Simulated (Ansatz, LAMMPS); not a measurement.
## Glassy 64SiO2-28Al2O3-4SrO-4Li2O (mol %) (88 atoms): a short ab initio trajectory

Aim: follow glassy 64SiO2-28Al2O3-4SrO-4Li2O (mol %) (88 atoms) for a short time with forces from DFT, then look at structure and electrons in the last frame.

Calculated with Ansatz 0.2.0; Kohn-Sham DFT, PBE, PAW (set soft_2), plane waves.

## (1) Starting point

The cell holds 88 atoms: 16 Si, 14 Al, 1 Sr, 2 Li and 55 O. Cell: a = 10.277 Å, b = 10.277 Å, c = 10.277 Å, α = 90.0°, β = 90.0°, γ = 90.0°. 88 atoms (16 Si, 14 Al, 1 Sr, 2 Li, 55 O) placed at random at 2.58 g/cm³, melted at 4000 K for 10 ps at fixed volume with the Morse and Coulomb pair potential with partial charges (Pedone, Malavasi, Menziani, Cormack and Segre, J. Phys. Chem. B 110, 11780 (2006)). Quenched from 4000 K to 300 K at 200 K/ps and fixed volume, held 10 ps at zero pressure.

What the set-up can't give: The quench rate of 200 K/ps is many orders above laboratory rates, so the cell is likely richer in defects and strain than a real sample. The starting topology of bonds comes from the classical model. Sampling is at Γ alone, for a cell whose shortest periodic width is 10 Å.

## (2) Dynamics at 900 K

A Nosé–Hoover thermostat steers the temperature while disturbing the dynamics little. The time step is 1.0 fs.

Contents of input.yaml:

```yaml
crystal:
  lattice:
    - [10.27707, 0.0, 0.0]
    - [0.0, 10.27707, 0.0]
    - [0.0, 0.0, 10.27707]
  atoms:
    - { symbol: Si, position: [0.749, 0.15469, 0.72705] }
    - { symbol: Si, position: [0.61855, 0.56651, 0.81149] }
    - { symbol: Si, position: [0.40579, 0.44139, 0.19413] }
    - { symbol: Si, position: [0.62275, 0.23231, 0.22102] }
    [... 78 atom lines left out ...]
    - { symbol: O, position: [0.75225, 0.22678, 0.31498] }
    - { symbol: O, position: [0.28816, 0.54509, 0.59839] }
    - { symbol: O, position: [0.51237, 0.55256, 0.24948] }
    - { symbol: O, position: [0.27819, 0.45505, 0.284] }
    - { symbol: O, position: [0.06966, 0.86457, 0.47379] }
    - { symbol: O, position: [0.91657, 0.75176, 0.25469] }
kpoints:
  mp_grid: { grid: [1, 1, 1] }
hamiltonian:
  xc: pbe
scf:
  occupations: { method: fermi_dirac, width: 0.078 }
output:
  forces: true
md:
  timestep: 1.0
  n_steps: 291
  ensemble: nvt_nose_hoover
  temperature: 900
  initial_velocities: maxwell_boltzmann
  seed: 8204
```

Started as:

```console
> ansatz run input.yaml --threads 4 --pin off --max-ram 8192MiB --backend cpu --events-out ev --progress --plain --runs-dir out
```

Run time: 11 min. Hardware: 4 threads of Intel Xeon 6975P-C (Granite Rapids), shared host; peak memory 1.5 GiB; 39 min of CPU time.

The program notes that it switched symmetry off.

The trajectory, sampled:

```
time (fs)  T (K)  potential (meV/atom)  conserved (meV/atom)
      0.0    900                   0.0                  0.00
     19.0    717                  23.6                  0.08
     39.0    766                  18.5                  0.04
     58.0    807                  16.2                  0.05
     78.0    780                  23.5                  0.07
     97.0    784                  27.8                  0.06
    116.0    778                  33.5                  0.06
    136.0    935                  18.6                  0.06
    155.0    852                  32.7                  0.13
    175.0    877                  31.7                  0.10
    194.0    869                  34.0                  0.12
    213.0    903                  30.9                  0.10
    233.0    884                  34.3                  0.14
    252.0    963                  24.9                  0.09
    272.0    802                  45.6                  0.11
    291.0    931                  30.1                  0.11
```

Mean square displacement from the first frame to the last: Si 0.11 Å², Al 0.12 Å², Sr 0.65 Å², Li 0.73 Å², O 0.18 Å².

The mean square displacement by time lag:

```
time lag (fs)  Al (Å²)  Li (Å²)   O (Å²)  Si (Å²)  Sr (Å²)
          1.0   8.3e-5   2.7e-4   1.2e-4   7.7e-5   7.4e-5
          7.0  0.00393   0.0130  0.00577  0.00357  0.00365
         13.0   0.0125   0.0428   0.0179   0.0109   0.0126
         19.0   0.0238   0.0847   0.0330   0.0193   0.0268
         25.0   0.0357    0.132   0.0484   0.0269   0.0460
         31.0   0.0469    0.180   0.0631   0.0329   0.0699
         37.0   0.0567    0.223   0.0769   0.0381   0.0978
         43.0   0.0651    0.260   0.0892   0.0428    0.129
         49.0   0.0720    0.295   0.0994   0.0472    0.164
         55.0   0.0776    0.328    0.107   0.0512    0.201
         61.0   0.0818    0.361    0.113   0.0545    0.240
         67.0   0.0849    0.397    0.117   0.0573    0.280
         73.0   0.0868    0.434    0.121   0.0595    0.320
         79.0   0.0878    0.470    0.124   0.0612    0.362
         85.0   0.0883    0.500    0.128   0.0629    0.402
         91.0   0.0884    0.523    0.132   0.0648    0.443
         97.0   0.0887    0.537    0.136   0.0669    0.483
        103.0   0.0894    0.545    0.141   0.0688    0.522
        109.0   0.0907    0.552    0.145   0.0701    0.561
        115.0   0.0927    0.563    0.150   0.0708    0.598
        121.0   0.0954    0.579    0.153   0.0713    0.635
        127.0   0.0987    0.603    0.157   0.0721    0.671
        133.0    0.102    0.634    0.160   0.0735    0.705
        139.0    0.105    0.667    0.163   0.0756    0.738
        146.0    0.108    0.706    0.166   0.0781    0.774
```

Over the second half of 291 fs the temperature averages 898 K with swings of 67 K r.m.s. The conserved energy stays within 0.16 meV/atom. From first frame to last Li has the largest mean square displacement, 0.73 Å² at the end; the farthest move is 1.01 Å. The count of bonds goes from 134 in the first frame to 137 in the last, by one set of cutoffs: 2 pairs passed out of them and 5 came within. The run spans 0.29 ps, too short for its means to be equilibrium values.

## (3) Local order late in the run

The g(r) is a mean over the second half; what follows it is taken at the last frame.

Density 2.77 g/cm³, 12.33 Å³ an atom.

Mean of 14 frames. Pair distribution functions g(r), in bins of 0.2 Å:

```
r (Å)  total   O-O  O-Si  O-Al  O-Li  O-Sr  Si-Si
 1.50   0.68  0.00  2.83  0.18  0.00  0.00   0.00
 1.70   3.10  0.00  8.45  5.84  0.46  0.00   0.00
 1.90   0.85  0.00  0.34  3.42  3.42  0.00   0.00
 2.10   0.17  0.00  0.06  0.42  2.34  0.00   0.00
 2.30   0.16  0.25  0.06  0.06  1.04  0.63   0.00
 2.50   0.70  1.57  0.04  0.06  0.27  1.88   0.00
 2.70   1.31  2.92  0.10  0.16  0.35  3.29   0.48
 2.90   1.19  2.03  0.25  0.34  0.40  1.48   1.90
 3.10   1.17  1.23  0.46  0.57  0.87  0.30   2.98
 3.30   1.01  0.91  0.74  0.89  1.44  0.20   0.87
 3.50   0.84  0.67  1.17  0.97  0.98  0.65   0.12
 3.70   0.91  0.59  1.60  1.11  1.09  0.94   0.30
 3.90   1.01  0.59  1.55  1.48  1.04  1.23   1.01
 4.10   1.07  0.58  1.71  1.60  0.85  1.44   0.66
 4.30   1.15  0.72  1.55  1.65  1.42  1.27   1.20
 4.50   1.02  0.87  1.01  1.22  1.26  0.71   1.36
 4.70   0.98  1.14  0.71  0.91  0.86  1.29   0.96
 4.90   0.97  1.31  0.61  0.61  0.73  1.38   0.84
```

Bonds by pair of elements; cutoffs follow the first minimum of g(r), held within bounds set by covalent radii, and pairs that aren't listed don't count as bonded:

```
pair A-B  cutoff (Å)  bonds  mean length (Å)  spread (Å)  shortest (Å)  B about A  A about B
    O-Si        2.16     65             1.65       0.078          1.50       1.18       4.06
    O-Al        2.38     57             1.82       0.127          1.58       1.04       4.07
    O-Li        2.58      8             2.01       0.158          1.83      0.145          4
    O-Sr        3.23      7             2.69       0.121          2.44      0.127          7
```

How many atoms have how many bonded neighbours:

```
element  mean   2   3   4  5  7
     Al  4.07   0   0  13  1  0
     Li     4   0   0   2  0  0
      O  2.49  28  27   0  0  0
     Si  4.06   0   0  15  1  0
     Sr     7   0   0   0  0  1
```

Bond angles, per cent of each kind in bins of 5°:

```
angle (°)  O-Si-O  O-Al-O  Al-O-Si  O-Sr-O  Al-O-Al
    55–60     0.0     0.0      0.0    14.3      0.0
    60–65     0.0     0.0      0.0    14.3      0.0
    65–70     0.0     0.0      0.0     4.8      0.0
    70–75     0.0     1.1      0.0     4.8      0.0
    75–80     1.0     2.3      0.0     4.8      0.0
    80–85     2.0     2.3      0.0     0.0      0.0
    85–90     1.0     2.3      0.0     4.8      0.0
    90–95     3.0     6.8      0.0     4.8      0.0
   95–100     9.0    10.2      2.3     4.8      5.3
  100–105    14.0    17.0      2.3     4.8      5.3
  105–110    29.0    15.9      4.7     4.8      5.3
  110–115    20.0    13.6      4.7     4.8     36.8
  115–120    11.0     6.8     14.0     9.5      0.0
  120–125     5.0     6.8     14.0     4.8     10.5
  125–130     2.0     8.0     23.3     0.0     10.5
  130–135     1.0     2.3      0.0     0.0      0.0
  135–140     0.0     2.3     14.0     4.8     10.5
  140–145     1.0     0.0      9.3     0.0      0.0
  145–150     0.0     1.1      7.0     0.0      5.3
  150–155     1.0     1.1      0.0     0.0      5.3
  155–160     0.0     0.0      0.0     4.8      0.0
  160–165     0.0     0.0      0.0     0.0      0.0
  165–170     0.0     0.0      2.3     0.0      0.0
  170–175     0.0     0.0      2.3     0.0      0.0
  175–180     0.0     0.0      0.0     4.8      5.3
```

Bond angles (no mean is given where the spread exceeds 20°):

```
  angle  count  mean (°)  spread (°)
 O-Si-O    100       109        10.9
 O-Al-O     88       109        14.7
Al-O-Si     43       128        15.4
 O-Sr-O     21         -           -
Al-O-Al     19       123          19
```

Oxygen atoms by the number of network formers (Si, P, Ge, B, Al, As, Ga) bound to them:

```
network formers bound to O  O atoms  per cent
                         0        0         0
                         1        0         0
                         2       43      78.2
                         3       12      21.8
```

Network units: each former by its oxygen neighbours and how many of them bridge to another former:

```
former  O neighbours  bridging O  atoms
    Si             4           4     15
    Si             5           5      1
    Al             4           4     13
    Al             5           5      1
```

Bond length by coordination (bonds to H left out):

```
element  coordination  atoms  mean bond length (Å)
     Al             4     13                  1.81
     Al             5      1                  1.89
      O             2     28                  1.66
      O             3     27                  1.89
     Si             4     15                  1.64
     Si             5      1                  1.75
```

Rings of the network by King's shortest-path rule, up to 12 atoms, one path for each pair of neighbours; H, halogens, alkali and alkaline-earth atoms are left out, and the last column divides by all other atoms, bonded or not:

```
ring size (atoms)  rings  per network atom
                4      2             0.024
                6      8             0.094
                8     13             0.153
               10     22             0.259
               12     25             0.294
```

With the cutoffs above, 93 % of Al atoms have 4, all Li atoms have 4, 51 % of O atoms have 2 and 94 % of Si atoms have 4 bonded neighbours. The O-Si-O angle averages 109° with a spread of 11°. 78 % of the oxygens bridge two formers (Si and Al) and 0 % are non-bridging; 22 % join three. The commonest Si unit has 4 oxygens, 4 of them shared with other formers (15 of 16 atoms). Rings of 12 atoms are the most common (36 % of those counted); sizes run from 4 to 12, where the search stops.

## (4) Single point at the last frame

The last frame is solved again with fuller output, to read the electronic structure of a thermally displaced geometry.

Contents of input.yaml:

```yaml
crystal:
  lattice:
    - [10.27707, 0.0, 0.0]
    - [0.0, 10.27707, 0.0]
    - [0.0, 0.0, 10.27707]
  atoms:
    - { symbol: Si, position: [0.73736, 0.17935, 0.71743] }
    - { symbol: Si, position: [0.61432, 0.53687, 0.81531] }
    - { symbol: Si, position: [0.42289, 0.47032, 0.21827] }
    - { symbol: Si, position: [0.61302, 0.24689, 0.23548] }
    [... 78 atom lines left out ...]
    - { symbol: O, position: [0.75331, 0.236, 0.33151] }
    - { symbol: O, position: [0.23113, 0.51655, 0.63226] }
    - { symbol: O, position: [0.54789, 0.56534, 0.22237] }
    - { symbol: O, position: [0.30345, 0.48679, 0.33383] }
    - { symbol: O, position: [0.05764, 0.85884, 0.48932] }
    - { symbol: O, position: [0.94034, 0.76882, 0.21732] }
kpoints:
  mp_grid: { grid: [1, 1, 1] }
hamiltonian:
  xc: pbe
scf:
  occupations: { method: fixed }
output:
  forces: true
  stress: true
  populations: true
  dos:
    method: { smearing: { sigma: 0.15 } }
    de: 0.1
    projected: { site_lists: { Al: [Al], Li: [Li], O: [O], Si: [Si], Sr: [Sr] } }
  eigenvalues: true
  write_density: true
  write_potential: true
  volumetric_format: npy
```

It took 6.7 s on 4 threads; peak memory 1.4 GiB.

Read from the output:

| Property | Result |
| --- | --- |
| free energy | -52955.4152 eV |
| free energy per atom | -601.7661 eV/atom |
| SCF cycles | 9 |
| pressure | 3.503 GPa |
| r.m.s. force component | 1.382 eV/Å |
| longest force | 6.594 eV/Å |
| Fermi energy | 3.965 eV |
| gap (highest filled to lowest empty level) | 3.744 eV |
| spilling of the projection | 0.01153 |

Neighbours are counted within 2.16 Å (O-Si), 2.38 Å (O-Al), 2.58 Å (O-Li), 3.23 Å (O-Sr), the cutoffs taken from the dynamics.

Length of the force by element and coordination:

```
element  coordination  atoms  mean length of the force (eV/Å)  spread  least   most
     Al           all     14                             2.24    1.15  0.591   5.48
     Al             4     13                             2.15    1.14  0.591   5.48
     Al             5      1                             3.40       0   3.40   3.40
     Li           all      2                             1.01  0.0503  0.957   1.06
      O           all     55                             1.87   0.991  0.261   5.20
      O             2     28                             1.95    1.03  0.531   5.20
      O             3     27                             1.79   0.936  0.261   4.48
     Si           all     16                             2.90    1.41  0.873   6.59
     Si             4     15                             2.80    1.39  0.873   6.59
     Si             5      1                             4.46       0   4.46   4.46
     Sr           all      1                            0.768       0  0.768  0.768
```

Löwdin charges by element and coordination (they lack the spilled electrons, 0.059 e an atom on average):

```
element  coordination  atoms  mean charge (e)  spread   least    most
     Al           all     14             1.36  0.0325    1.30    1.44
     Al             4     13             1.36  0.0337    1.30    1.44
     Al             5      1             1.36       0    1.36    1.36
     Li           all      2            0.837  0.0267   0.810   0.864
      O           all     55           -0.816   0.043  -0.941  -0.751
      O             2     28           -0.801  0.0303  -0.877  -0.762
      O             3     27           -0.832   0.048  -0.941  -0.751
     Si           all     16             1.72   0.033    1.65    1.78
     Si             4     15             1.72  0.0341    1.65    1.78
     Si             5      1             1.72       0    1.72    1.72
     Sr           all      1             1.86       0    1.86    1.86
```

States in the cell by windows of 1 eV, zero at the Fermi level; the larger projections on atomic orbitals stand beside the total:

```
from (eV)  to (eV)  total   O p  Si p   O s
      -18      -17   41.6   0.4   4.5  32.7
      -17      -16   13.7   0.2   1.0  11.0
      -16      -15    6.5   0.0   0.0   3.3
      -15      -14    3.5   0.1   0.0   0.2
      -14      -10    0.0   0.0   0.0   0.0
      -10       -9    2.0   1.3   0.1   0.1
       -9       -8   10.2   6.9   0.5   0.5
       -8       -7   11.8   8.2   0.7   0.6
       -7       -6   22.7  16.8   2.3   0.6
       -6       -5   35.1  26.9   3.9   0.8
       -5       -4   37.2  29.9   2.9   1.1
       -4       -3   51.1  43.7   2.1   1.3
       -3       -2   56.6  51.6   1.1   0.8
       -2       -1   62.6  59.2   0.7   0.6
       -1        0   38.5  36.7   0.3   0.3
        0        1    2.4   2.3   0.0   0.0
        1        3    0.0   0.0   0.0   0.0
        3        4    1.9   0.1   0.0   0.5
        4        5    0.1   0.0   0.0   0.0
```

With fixed occupations the program's Fermi level is the highest filled level; weight inside the gap is the broadening of levels at its edges.

Between -26 and -18 eV lie 51 more states.

The levels nearest the highest filled one (over half full), pooled over k-points and spins:

```
level less the highest filled one (eV)  occupation
                                -0.516           2
                                -0.420           2
                                -0.374           2
                                -0.218           2
                               -0.0616           2
                                     0           2
                                  3.74           0
                                  5.22           0
                                  5.44           0
                                  5.62           0
                                  5.70           0
                                  5.85           0
```

Mean Löwdin charges: Al +1.36, Li +0.84, O -0.82, Si +1.72, Sr +1.86 e (they miss 1.2 % of the electrons, so they add up to more than the cell's charge).

## (5) Outcome

- mean temperature, second half: 897.9 K
- temperature swing, second half: 66.83 K
- slope of the conserved energy against time, by least squares: 0.209 meV/atom/ps
- free energy per atom: -601.7661 eV/atom
- pressure: 3.503 GPa
- r.m.s. force component: 1.382 eV/Å
- gap (highest filled to lowest empty level): 3.744 eV
- wall time of the 2 DFT runs: 11 min

**Reading.** Over the second half of 291 fs the temperature averages 898 K with swings of 67 K r.m.s. The conserved energy stays within 0.16 meV/atom. The count of bonds goes from 134 in the first frame to 137 in the last, by one set of cutoffs: 2 pairs passed out of them and 5 came within. The run spans 0.29 ps, too short for its means to be equilibrium values. With the cutoffs above, 93 % of Al atoms have 4, all Li atoms have 4, 51 % of O atoms have 2 and 94 % of Si atoms have 4 bonded neighbours. 78 % of the oxygens bridge two formers (Si and Al) and 0 % are non-bridging; 22 % join three. The highest filled and lowest empty levels differ by 3.74 eV (at Γ alone); a semilocal functional tends to put such gaps too low. In a disordered cell it changes from sample to sample, and tail or defect levels can set it.

Caveats: The starting topology of bonds comes from the classical model; in DFT 2 of its 134 bonded pairs passed out of the cutoffs and 5 came within them. The stress is far from hydrostatic: its diagonal is 1.6, 5.3, 3.6 GPa, compression counted positive. The pressure of 3.5 GPa is that of one thermal frame at a volume set beforehand, without the kinetic term.

[Logs are printed without paths, hosts, clocks, repeated set-up lines and the standing remarks that a program may print on its own settings, such as how far it seeks lower states.]

[Hosts, paths, dates, database ids (printed as entryN), source tags and the programs' standing remarks are cut or masked in the printed files.]
